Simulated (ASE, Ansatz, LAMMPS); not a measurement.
# (4,4) carbon nanotube in a second wall (155 atoms): support functions against a reference, part 2 of 2

Wanted: errors and times of a linear-scaling basis for (4,4) carbon nanotube in a second wall (155 atoms). A setting counts as converged where the r.m.s. difference of forces stays under 1 % of the r.m.s. force.

Ansatz 0.2.0; Kohn-Sham DFT, PBE+D3(BJ), PAW (set soft_2), plane waves.

The cell: 155 C. Beside vacuum, support functions can miss their usual error bounds without a warning.

So far. Step 3 (Plane-wave single point): Löwdin charges run from -0.00 to +0.07 e, about a mean that is the spilled charge alone. Within 0.4 eV of the Fermi level the largest share is C p (94 % of the projected weight).

## 4. Distances and neighbours

These statistics describe the geometry on which the runs were made.

Normalised to the volume that the atoms fill. Pair distribution function in bins of 0.2 Å:

| r (Å) | total |
| --- | --- |
| 1.30 | 1.97 |
| 1.50 | 3.79 |
| 1.70 | 0.00 |
| 1.90 | 0.00 |
| 2.10 | 0.00 |
| 2.30 | 0.94 |
| 2.50 | 2.92 |
| 2.70 | 0.60 |
| 2.90 | 0.88 |
| 3.10 | 0.05 |
| 3.30 | 0.28 |
| 3.50 | 0.62 |
| 3.70 | 1.78 |
| 3.90 | 0.67 |
| 4.10 | 0.91 |
| 4.30 | 1.26 |
| 4.50 | 0.57 |
| 4.70 | 0.69 |
| 4.90 | 1.23 |
| 5.10 | 1.09 |
| 5.30 | 0.55 |
| 5.50 | 0.51 |
| 5.70 | 0.61 |
| 5.90 | 0.55 |
| 6.10 | 0.96 |
| 6.30 | 0.73 |
| 6.50 | 0.88 |
| 6.70 | 0.37 |

Bonds by pair of elements; cutoffs follow the first minimum of g(r), held within bounds set by covalent radii, and pairs that aren't listed don't count as bonded:

| pair A-B | cutoff (Å) | bonds | mean length (Å) | spread (Å) | shortest (Å) | B about A | A about B |
| --- | --- | --- | --- | --- | --- | --- | --- |
| C-C | 1.85 | 231 | 1.42 | 0.036 | 1.33 | 2.98 | 2.98 |

How many atoms have how many bonded neighbours:

| element | mean | 2 | 3 |
| --- | --- | --- | --- |
| C | 2.98 | 3 | 152 |

Bond angles (no mean is given where the spread exceeds 20°):

| angle | count | mean (°) | spread (°) |
| --- | --- | --- | --- |
| C-C-C | 459 | 119 | 3.5 |

Bond length by coordination (bonds to H left out):

| element | coordination | atoms | mean bond length (Å) |
| --- | --- | --- | --- |
| C | 2 | 3 | 1.41 |
| C | 3 | 152 | 1.42 |

The first peak of g(r) lies near 1.42 Å. By these cutoffs 98 % of C atoms have 3 bonded neighbours. The C-C-C angle averages 119° with a spread of 4°.

The surroundings of C26, whose charge lies farthest from its element's mean, nearest first, numbered as they follow in the input and with coordinates relative to it.

| atom | x | y | z | distance (Å) | bonds | Löwdin charge (e) | Fx | Fy | Fz (eV/Å) |
| --- | --- | --- | --- | --- | --- | --- | --- | --- | --- |
| C26 | 0.00 | 0.00 | 0.00 | 0.00 | 2 | 0.00 | 3.45 | -0.17 | 0.78 |
| C27 | -0.90 | -1.05 | -0.12 | 1.39 | 3 | 0.05 | 0.85 | 2.18 | 2.53 |
| C25 | 0.97 | 0.07 | 1.14 | 1.50 | 3 | 0.07 | -3.93 | -0.66 | -0.79 |
| C131 | -1.28 | -1.54 | -1.34 | 2.41 | 3 | 0.03 | -1.11 | -1.09 | -0.41 |
| C28 | -1.41 | -1.58 | 1.15 | 2.41 | 3 | 0.04 | 2.68 | 2.52 | 0.75 |
| C78 | 0.38 | -0.25 | 2.43 | 2.47 | 3 | 0.05 | -2.77 | -0.03 | -0.61 |
| C24 | 2.32 | 0.17 | 1.20 | 2.62 | 3 | 0.02 | 1.01 | 1.26 | 2.19 |
| C129 | 0.05 | 0.10 | -2.62 | 2.62 | 2 | 0.00 | 1.19 | -0.89 | 1.16 |
| C79 | -0.84 | -1.01 | 2.42 | 2.76 | 3 | 0.04 | -0.03 | 0.11 | -2.06 |
| C128 | 2.52 | 0.57 | -1.22 | 2.86 | 2 | 0.05 | -1.78 | -1.09 | 0.63 |
| C130 | -0.80 | -1.01 | -2.56 | 2.87 | 3 | 0.06 | 0.31 | 2.54 | 2.29 |

The column of bonds counts only the pairs C-C within 1.85 Å; other neighbours, such as metal atoms beside each other in a compound, aren't counted, and periodic images can show an atom twice.

## 5. Support functions medium

The cell is solved in localised support functions. The level medium gives here a grid of 96×96×36 points and a radius of 3.50 Å.

This step: Kohn-Sham DFT, PBE+D3(BJ), PAW (set soft_2), localised support functions (medium) (Ansatz 0.2.0).

input.yaml

```yaml
crystal:
  lattice:
    - [21.12389, 0.0, 0.0]
    - [0.0, 21.18577, 0.0]
    - [0.0, 0.0, 7.38]
  atoms:
    [... the 155 atom lines of step 3 ...]
kpoints:
  mp_grid: { grid: [1, 1, 2] }
hamiltonian:
  xc: pbe
  dispersion: d3bj
scf:
  occupations: { method: fermi_dirac, width: 0.05 }
  eigensolver: { kind: { support_functions: { accuracy: medium } } }
  mixing: { beta: 0.2 }
  max_iter: 150
output:
  forces: true
  eigenvalues: true
```

The run is started by

```sh
ansatz run input.yaml --threads 8 --pin off --max-ram 15872MiB --backend cpu --events-out ev --progress --plain --runs-dir out
```

Numbers of over 12 decimals in the logs are rounded to 6 here.

The program printed:

```text
Warning: scf.eigensolver.kind.support_functions: disabling space-group detection — the functions' gradient is summed over unrotated k-points, so no spatial operation reduces the k-mesh or symmetrises the density; time reversal is kept, so that k and −k are solved as one point where they differ and the mesh holds both, and exact exchange and, on two spinor components, a DFT+U term hold to it where the run has them: [...]
settings of this run that can trade accuracy for cost: scf.eigensolver.kind.support_functions [...]
[...]
Crystal: 155 atoms, lattice volume = 3302.741 Å³
Basis set: ecut = 420 eV, 64597 PW (Γ), exchange–correlation on 288×288×100 points (8 copies of the dense FFT grid, shifted against one another)
Bands: 372, of which v1, the nominal top of the filled ones, is band 310 counted from 1 (309 counted from 0)
Symmetry: 1 space group operations
k-points: 2
[...]
Eigensolver: Support functions (medium, 96×96×36 points, laid for a spacing of at most 0.228497 Å, radius 3.504822 Å, 107 sites without an atom, 1 species' potentials softened for the grid, 1 wholly corrected for its errors in the mean over positions, 1 with the egg-box correction, energy correction by stochastic trace)
[...]
SCF iter   1: F=—  HF=-38908.230426 eV  |F-HF|=—  |Δ(HF+E_count)|=         —  Δρ=7.13e-2  dr2=1.70e2  ethr=1.00e-1
[...]
SCF iter  19: F=-38872.751707 eV  HF=-38872.751708 eV  |F-HF|=6.04e-7  |Δ(HF+E_count)|=   4.10e-7  Δρ=8.39e-6  dr2=3.07e-6  ethr=8.08e-10
SCF 1 converged in 19 iterations: F = -38872.756126 eV  dr2 = 3.07e-6
[...]
SCF converged after 19 iterations
Stability not checked: this state was not tested for a lower state beside it, because the mixer in use, unlike msr1, does not test its closes by its own steps (another_mixer; see scf.mixing.algorithm and scf.lower_state_search)
Free energy (F): -38872.756126 eV
[...]
Internal energy: -38872.640019 eV  (E = F + TS)
E sigma→0 (E₀):  -38872.698073 eV
Entropy (-TS):   -0.116107 eV (-0.749 meV/atom)
Fermi energy:    0.423714 eV
[...]
--- Forces (eV/Å), atoms counted from 1 ---
  atom   1  C      0.95423691    -2.23030139     2.47494947
  atom   2  C     -0.08368927     1.16205103    -1.94417040
  atom   3  C     -0.75847078     0.24237977     0.58239902
  atom   4  C      1.71959122     2.08226414    -2.11939915
  atom   5  C     -2.24428482    -1.33285762    -0.74228734
  atom   6  C     -0.51668425     1.08998455    -0.21179987
  atom   7  C      0.08166399    -2.00634734    -0.18854462
  atom   8  C      1.15110926     2.53018603     0.50356561
  atom   9  C     -1.12947043     1.48213800    -1.42961776
  atom  10  C      0.09310274    -0.94073433     3.67090985
  atom  11  C     -0.96348100     0.00875582    -2.34773649
  atom  12  C     -2.03862961     0.93113101    -0.15612593
  atom  13  C      2.61993671    -0.52758964    -1.13972977
  atom  14  C      1.55213019     0.61485408     0.64045789
[...]
atom 154  C     -0.77518640    -1.74385666    -0.90951569
  atom 155  C      1.46767962     1.56804714    -1.17488251
  max |Σ_I F_I| component: 1.69e-2 eV/Å
--- Band table (eV) ---
[...]
```

Wall time 2.1 min (8 threads of Arm Neoverse V2, shared host); peak memory 4.9 GiB; 16 min of CPU time.

The program notes that the band table was not solved further than the SCF left it and it switched symmetry off.

Keys that differ from the reference: support_functions.accuracy = "medium", scf.max_iter = 150 and scf.mixing.beta = 0.2.

Forces differ from the reference by 1.2 meV/Å r.m.s., 0.079 % of their size, well within a tolerance of 1 %; the energy by -3.7 meV/atom.

## 6. What each setting buys

Each row is set against the plane-wave reference (Kohn-Sham DFT, PBE+D3(BJ), PAW (set soft_2), plane waves; r.m.s. force component 1.55 eV/Å). Energies are set beside the reference only for runs with its functional, potentials and electron count. Times are for 8 threads of Arm Neoverse V2, shared host. The reference's time includes the DOS and grids, which some other runs skip.

| run | Δ force, r.m.s. (meV/Å) | share of r.m.s. force (%) | Δ energy (meV/atom) | cycles | time | host memory (GiB) |
| --- | --- | --- | --- | --- | --- | --- |
| reference | - | - | - | 11 | 1.9 min | 13 |
| support functions medium | 1.23 | 0.0792 | -3.73 | 19 | 2.1 min | 4.9 |

## 7. Summary of results

| Item | Value |
| --- | --- |
| free energy per atom | -250.7882 eV/atom |
| r.m.s. force component | 1.553 eV/Å |
| wall time of the 2 DFT runs | 4 min |

In words: Against plane waves at 420 eV, the forces differ by 1.2 meV/Å (0.079 %) with support functions medium. Differences between support functions and plane waves include what basis error the plane-wave run still has.

No gap is quoted, since levels at the Fermi energy are partly filled. By these cutoffs 98 % of C atoms have 3 bonded neighbours.

Caveats: The geometry is a frame of classical dynamics and isn't relaxed at this level: its force components are 1.6 eV/Å r.m.s.

[Logs are printed without paths, hosts, clocks, repeated set-up lines and the standing remarks that a program may print on its own settings, such as how far it seeks lower states.]

[Hosts, paths, dates, database ids (printed as entryN), source tags and the programs' standing remarks are cut or masked in the printed files.]
